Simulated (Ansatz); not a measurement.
## LiLaO2 (P2_1/c):H_i (bond centre, by O), thermodynamic levels from a 64-atom cell

Aim: at which Fermi levels does H_i (bond centre, by O) in LiLaO2 (P2_1/c) change its charge? The model is a cell of 64 host atoms with 1 H put in.

Calculated with Ansatz 0.2.0; place-levels on PBEsol runs: charge-transition levels and formation energies with image-charge correction and potential alignment at the atomic sites.

## (1) The starting structure

The cell holds 65 atoms: 16 Li, 16 La, 32 O and 1 H. Its edges and angles: a = 10.981 Å, b = 9.563 Å, c = 10.981 Å, α = 111.2°, β = 111.8°, γ = 111.1°. It derives from LiLaO2 (space group P2_1/c). Nearest the centre at fractional (0.382, 0.327, 0.442): H65 at 0.00 Å, Li1 at 0.95 Å, O57 at 0.96 Å, O61 at 2.49 Å, La17 at 2.55 Å, O33 at 2.57 Å, La25 at 2.74 Å, Li12 at 2.78 Å.

Screening for the image-charge correction: ε∞ = (4.50, 4.58, 4.51), ε0 = principal values (19.87, 20.07, 24.42), from a response run on this crystal (DFPT, PBEsol) at that run's own cell.

The cell's shortest repeat is 9.6 Å.

## (2) The runs of each charge state

Levels follow from differences of total energies between charge states, each relaxed by itself.

Each atom starts 0.05 Å or so off its site in a random direction. Forces are taken at one point at (¼, ¼, ¼). The cell holds 1 electron more than the neutral one, with a uniform background that keeps it neutral on the whole.

The sampling was tested on the host first: at the k-points planned (1x1x1 shifted 0.25 0.25 0.25) its energy lies -0.001 eV an atom from the dense-mesh value, under the bound of 0.02 eV set for this test; that bounds the host's error, not the defect's.

One state's input; the others differ in charge, spin, start and seed, and in occupations where the table says so.

Contents of qm1.relax_smeared/input.yaml:

```yaml
crystal:
  lattice:
    - [-7.10172383, 6.15869257, 5.67639954]
    - [4.55785073, -6.15869257, 5.72242795]
    - [7.10172383, 6.15869257, -5.67639954]
  atoms:
    - { symbol: Li, position: [0.33570452, 0.3238903, 0.34722589] }
    - { symbol: Li, position: [0.33570452, 0.8238903, 0.84722589] }
    - { symbol: Li, position: [0.83570452, 0.3238903, 0.84722589] }
    - { symbol: Li, position: [0.83570452, 0.8238903, 0.34722589] }
    - { symbol: Li, position: [0.02333559, 0.4261097, 0.26181421] }
    - { symbol: Li, position: [0.02333559, 0.9261097, 0.76181421] }
    - { symbol: Li, position: [0.52333559, 0.4261097, 0.76181421] }
    - { symbol: Li, position: [0.52333559, 0.9261097, 0.26181421] }
    - { symbol: Li, position: [0.16429548, 0.1761097, 0.65277411] }
    - { symbol: Li, position: [0.16429548, 0.6761097, 0.15277411] }
    - { symbol: Li, position: [0.66429548, 0.1761097, 0.15277411] }
    - { symbol: Li, position: [0.66429548, 0.6761097, 0.65277411] }
    - { symbol: Li, position: [0.47666441, 0.0738903, 0.73818579] }
    - { symbol: Li, position: [0.47666441, 0.5738903, 0.23818579] }
    - { symbol: Li, position: [0.97666441, 0.0738903, 0.23818579] }
    - { symbol: Li, position: [0.97666441, 0.5738903, 0.73818579] }
    - { symbol: La, position: [0.31346854, 0.49787746, 0.61403179] }
    - { symbol: La, position: [0.31346854, 0.99787746, 0.11403179] }
    - { symbol: La, position: [0.81346854, 0.49787746, 0.11403179] }
    - { symbol: La, position: [0.81346854, 0.99787746, 0.61403179] }
    - { symbol: La, position: [0.11615433, 0.25212254, 0.06559107] }
    - { symbol: La, position: [0.11615433, 0.75212254, 0.56559107] }
    - { symbol: La, position: [0.61615433, 0.25212254, 0.56559107] }
    - { symbol: La, position: [0.61615433, 0.75212254, 0.06559107] }
    - { symbol: La, position: [0.18653146, 0.00212254, 0.38596821] }
    - { symbol: La, position: [0.18653146, 0.50212254, 0.88596821] }
    - { symbol: La, position: [0.68653146, 0.00212254, 0.88596821] }
    - { symbol: La, position: [0.68653146, 0.50212254, 0.38596821] }
    - { symbol: La, position: [0.38384567, 0.24787746, 0.93440893] }
    - { symbol: La, position: [0.38384567, 0.74787746, 0.43440893] }
    - { symbol: La, position: [0.88384567, 0.24787746, 0.43440893] }
    - { symbol: La, position: [0.88384567, 0.74787746, 0.93440893] }
    - { symbol: O, position: [0.12729314, 0.05250471, 0.16469353] }
    - { symbol: O, position: [0.12729314, 0.55250471, 0.66469353] }
    - { symbol: O, position: [0.62729314, 0.05250471, 0.66469353] }
    - { symbol: O, position: [0.62729314, 0.55250471, 0.16469353] }
    - { symbol: O, position: [0.11218881, 0.19749529, 0.82478842] }
    - { symbol: O, position: [0.11218881, 0.69749529, 0.32478842] }
    - { symbol: O, position: [0.61218881, 0.19749529, 0.32478842] }
    - { symbol: O, position: [0.61218881, 0.69749529, 0.82478842] }
    - { symbol: O, position: [0.37270686, 0.44749529, 0.83530647] }
    - { symbol: O, position: [0.37270686, 0.94749529, 0.33530647] }
    - { symbol: O, position: [0.87270686, 0.44749529, 0.33530647] }
    - { symbol: O, position: [0.87270686, 0.94749529, 0.83530647] }
    - { symbol: O, position: [0.38781119, 0.30250471, 0.17521158] }
    - { symbol: O, position: [0.38781119, 0.80250471, 0.67521158] }
    - { symbol: O, position: [0.88781119, 0.30250471, 0.67521158] }
    - { symbol: O, position: [0.88781119, 0.80250471, 0.17521158] }
    - { symbol: O, position: [0.08328271, 0.18499896, 0.47130777] }
    - { symbol: O, position: [0.08328271, 0.68499896, 0.97130777] }
    - { symbol: O, position: [0.58328271, 0.18499896, 0.97130777] }
    - { symbol: O, position: [0.58328271, 0.68499896, 0.47130777] }
    - { symbol: O, position: [0.28630881, 0.06500104, 0.64828375] }
    - { symbol: O, position: [0.28630881, 0.56500104, 0.14828375] }
    - { symbol: O, position: [0.78630881, 0.06500104, 0.14828375] }
    - { symbol: O, position: [0.78630881, 0.56500104, 0.64828375] }
    - { symbol: O, position: [0.41671729, 0.31500104, 0.52869223] }
    - { symbol: O, position: [0.41671729, 0.81500104, 0.02869223] }
    - { symbol: O, position: [0.91671729, 0.31500104, 0.02869223] }
    - { symbol: O, position: [0.91671729, 0.81500104, 0.52869223] }
    - { symbol: O, position: [0.21369119, 0.43499896, 0.35171625] }
    - { symbol: O, position: [0.21369119, 0.93499896, 0.85171625] }
    - { symbol: O, position: [0.71369119, 0.43499896, 0.85171625] }
    - { symbol: O, position: [0.71369119, 0.93499896, 0.35171625] }
  supercell: [1, 1, 1]
  defects:
    - { interstitial: { symbol: H, position: [0.382164, 0.327148, 0.441644] } }
total_charge: -1
basis:
  ecutwfc: 420
  xc_grid: 2
hamiltonian:
  xc: pbesol
kpoints:
  mp_grid: { grid: [1, 1, 1], shift: [0.25, 0.25, 0.25] }
scf:
  occupations: { method: fermi_dirac, width: 0.01 }
  max_iter: 60
output:
  forces: true
  charged_corrections:
    epsilon: [4.5, 4.58, 4.51]
    static_epsilon: [[20.94, 0.0, 1.74], [0.0, 19.87, 0.0], [1.74, 0.0, 23.55]]
relax:
  f_tol: 0.02
  max_steps: 80
  random_displacement: { amplitude: 0.05, seed: 4964 }
checkpoint:
  write: "../qm1.relax_smeared.run"
  compress: false
  write_wavefunctions: true
  write_every: 100000
```

Run with:

```
$ ansatz run input.yaml --threads 4 --pin off --max-ram 7536MiB --backend cpu --events-out ev --progress --plain --runs-dir out
```

The relaxed structure is kept and the sampling changed to a 2×2×2 shifted mesh.

The run of this state that the levels use, under PBEsol:

Contents of qm1.point/input.yaml:

```yaml
crystal:
  checkpoint: "../qm1.relax_smeared.run"
  host: checkpoint
total_charge: -1
basis:
  ecutwfc: 420
  xc_grid: 2
hamiltonian:
  xc: pbesol
kpoints:
  mp_grid: { grid: [2, 2, 2], shift: [0.5, 0.5, 0.5] }
scf:
  occupations: { method: fermi_dirac, width: 0.01 }
  max_iter: 60
output:
  forces: true
  eigenvalues: true
  charged_corrections:
    epsilon: [4.5, 4.58, 4.51]
    static_epsilon: [[20.94, 0.0, 1.74], [0.0, 19.87, 0.0], [1.74, 0.0, 23.55]]
    defect_position: [0.382164, 0.327148, 0.441644]
  eigenstates: { localisation: true }
  populations: true
  band_densities: [{ bands: [v1, v1] }, { bands: [c1, c1] }]
  write_density: true
  write_potential: true
  volumetric_format: npy
  elf: true
checkpoint:
  read: "../qm1.relax_smeared.run"
  write: "../qm1.point.run"
  compress: false
  write_wavefunctions: false
  write_every: 100000
```

Relaxations under PBEsol at one point at (¼, ¼, ¼); times on 4 threads of Arm Neoverse V1, shared host:

```csv
charge,moment (μB),occupations,outcome,steps,largest displacement against the far atoms (Å),time
−1,0,fixed,not converged,-,-,48 s
−1,0,fermi-dirac,converged,16,1.60,3.2 min
0,1,fixed,converged,14,0.87,6.1 min
+1,0,fixed,converged,16,1.66,3.2 min
−1,2,fixed,converged,21,0.95,9 min
```

Single points under PBEsol at a 2×2×2 shifted mesh; times on 4 threads of Arm Neoverse V1, shared host:

```csv
charge,moment (μB),occupations,outcome,time
−1,0,fermi-dirac,converged,90 s
0,1,fermi-dirac,converged,3.2 min
+1,0,fermi-dirac,converged,88 s
−1,2,fermi-dirac,converged,3.8 min
```

Distances (Å) from H65 to the nearest atoms after relaxation with PBEsol:

```csv
charge,moment (μB),1.,2.,3.,4.,5.,6.
−1,0,Li 1.69,La 2.22,La 2.28,O 2.29,O 2.35,O 2.37
−1,2,O 1.03,Li 1.97,La 2.41,Li 2.67,Li 2.74,La 2.87
0,1,O 1.06,Li 1.78,La 2.32,Li 2.37,Li 2.58,O 2.64
+1,0,O 1.01,O 1.80,Li 2.01,Li 2.14,Li 2.47,La 2.48
```

## (3) Placing the levels, PBEsol

A charged cell interacts with its images and the background, and its potential has another zero than the host's. place-levels removes the first by a point-charge model, screened by the static dielectric constant since the ions have relaxed around the charge, and the second by comparing potentials at atoms far from the defect.

The host is a run of the defect-free crystal in the same cutoffs, grids and k-points, so that basis and sampling errors cancel in part in the differences. Its band edges come from a run of the primitive cell that searches the zone for them. Chemical potentials are energies per atom of H (H2 molecule), run with the same functional and cutoff.

Contents of levels.point.yaml:

```yaml
host:
  run: host.point.run
  levels_from: { run: edges.point.run }
states: [qm1.point.run, q0_M1.point.run, qp1.point.run, qm1_M2.point.run]
geometry_from:
  qm1.point.run: qm1.relax_smeared.run
  q0_M1.point.run: q0_M1.relax.run
  qp1.point.run: qp1.relax.run
  qm1_M2.point.run: qm1_M2.relax.run
  host.point.run: host.relax.run
chemical_potentials:
  H:
    energy: -15.609288
    dataset: "<sha256 of the dataset>"
epsilon: [4.5, 4.58, 4.51]
static_epsilon:
  - [20.94, 0.0, 1.74]
  - [0.0, 19.87, 0.0]
  - [1.74, 0.0, 23.55]
vertical:
  - { from: qm1.point.run, to: qm1.point_neutral.run }
  - { from: qp1.point.run, to: qp1.point_neutral.run }
  - { from: qm1_M2.point.run, to: qm1_M2.point_neutral.run }
```

Run with:

```
$ ansatz place-levels levels.point.yaml -- --threads 4 --pin off --max-ram 7536MiB
```

Numbers of over 12 decimals in the logs are rounded to 6 here.

The log of the run:

```text
[... repeated set-up lines and file paths are left out, and long positions are rounded to six places ...]
(+1/0) 3.764 eV above the valence edge, in the conduction band; not on the lower envelope
(0/-1) 1.028 eV above the valence edge, 2.709 eV under the conduction edge; not on the lower envelope
(+1/-1) 2.396 eV above the valence edge, 1.341 eV under the conduction edge: charges between them are lowest nowhere
formation energy of charge +1: -1.750 eV with the Fermi level at the valence edge
formation energy of charge 0: +2.015 eV with the Fermi level at the valence edge
formation energy of charge -1: +3.043 eV with the Fermi level at the valence edge
vertical -1 to 0: no energy, since no alignment is typed
  the change from vertical[0].from (qm1.point.run) to vertical[0].to (qm1.point_neutral.run): by its potential at epsilon [4.5, 4.58, 4.51] it stands at 0.457 0.279 0.393, with an rms radius of about 2.4 Å (1.5 1.1 1.6 Å across the planes of the cell's [...]
vertical +1 to 0: no energy, since no alignment is typed
  the change from vertical[1].from (qp1.point.run) to vertical[1].to (qp1.point_neutral.run): by its potential at epsilon [4.5, 4.58, 4.51] it stands at 0.631 0.783 0.971, with an rms radius of about 5.3 Å (3.1 3.1 2.9 Å across the planes of the cell's [...]
vertical -1 to 0: no energy, since no alignment is typed
  the change from vertical[2].from (qm1_M2.point.run) to vertical[2].to (qm1_M2.point_neutral.run): by its potential at epsilon [4.5, 4.58, 4.51] it stands at 0.013 0.781 0.396, with an rms radius of about 2.4 Å (1.5 1.2 1.4 Å across the planes of the cell's [...]
  edges by pbesol of host.levels_from (edges.point.run), its mesh sampled to repeats of 29.15 Å (the valence edge +0.009 eV and the conduction edge -0.061 eV from those of the host's own run), gap 3.737 eV; the host is sampled to repeats of 23.32 Å
  the defect's cells are sampled to repeats of 23.32 Å, like sampling
  charge +1: -119902.7179 eV with its correction of +0.112 eV, at epsilon [[20.94, 0, 1.74], [0, 19.87, 0], [1.74, 0, 23.55]], aligned at sites: +0.0090 eV, mean over 31 atomic sites at or beyond 4.78 Å from the defect at [0.3822, 0.3271, 0.4416], with [...]
  charge 0: +0.000 eV for its dipole among its images, +0.059 omitted
  charge -1: -119880.5390 eV with its correction of +0.039 eV, at epsilon [[20.94, 0, 1.74], [0, 19.87, 0], [1.74, 0, 23.55]], aligned at sites: +0.0645 eV, mean over 31 atomic sites at or beyond 4.78 Å from the defect at [0.3822, 0.3271, 0.4416], with [...]
  charge -1: states[3] (qm1_M2.point.run) stands 2.674 eV higher, with a moment of 2.00 μB against 0.00
  of states[2] (qp1.point.run): how wide its charge is, is not read beside other atoms or cores, and a band state would take no correction. [...]
  of states[1] (q0_M1.point.run): the far atoms show a dipole or second moment of the defect's charge, for which the correction takes or leaves out 0.059 eV: further moments aren't read, and the relaxed atoms' own pattern can pass for one, so compare a larger [...]
  of states[0] (qm1.point.run): it parts from the run at its places by a charge that spreads by about 1.6 Å along one vector (1.4 Å or more is wide), by its potential at epsilon [4.5, 4.58, 4.51], taken for that of held ions (one typed too small widens it), [...]
  of states[3] (qm1_M2.point.run): it parts from the run at its places by a charge that spreads by about 1.5 Å along one vector (1.4 Å or more is wide), by its potential at epsilon [4.5, 4.58, 4.51], taken for that of held ions (one typed too small widens [...]
  of vertical[0].from (qm1.point.run): its displacements don't fall off away from the defect: farther atoms stand 0.027 Å off the host's places. [...]
  of vertical[0].to (qm1.point_neutral.run): its displacements don't fall off away from the defect: farther atoms stand 0.027 Å off the host's places. [...]
  of vertical[1].from (qp1.point.run): its displacements don't fall off away from the defect: farther atoms stand 0.081 Å off the host's places. [...]
  vertical[1].to (qp1.point_neutral.run): levels filled in part (TS 0.003 eV): its energy is of no whole electron's
  of vertical[1].to (qp1.point_neutral.run): its displacements don't fall off away from the defect: farther atoms stand 0.081 Å off the host's places. [...]
  of vertical[2].from (qm1_M2.point.run): its displacements don't fall off away from the defect: farther atoms stand 0.074 Å off the host's places. [...]
  of vertical[2].to (qm1_M2.point_neutral.run): its displacements don't fall off away from the defect: farther atoms stand 0.074 Å off the host's places. [...]
```

Elapsed: 0.47 s, on 4 threads of Arm Neoverse V1, shared host.

Under PBEsol the gap is 3.74 eV, (+1/0) 3.76 (outside the gap), (0/−1) 1.03 eV; the steps are inverted, so the lowest state changes at (+1/−1) 2.40 eV.

(Continued in part 2 of 2.)

[Logs are printed without paths, hosts, clocks, repeated set-up lines and the standing remarks that a program may print on its own settings, such as how far it seeks lower states.]

[Hosts, paths, dates, database ids (printed as entryN), source tags and the programs' standing remarks are cut or masked in the printed files.]

[Where a table of states has a column of steps, it counts the stored structures, which are thinned; the runs took as many ionic steps or more.]

[A defect's name tells the site on which it was built; relaxed atoms can leave that site.]

[For some hosts the program warned that the k-mesh of the response run may be too coarse for force constants and the static dielectric constant; such warnings are not shown here.]
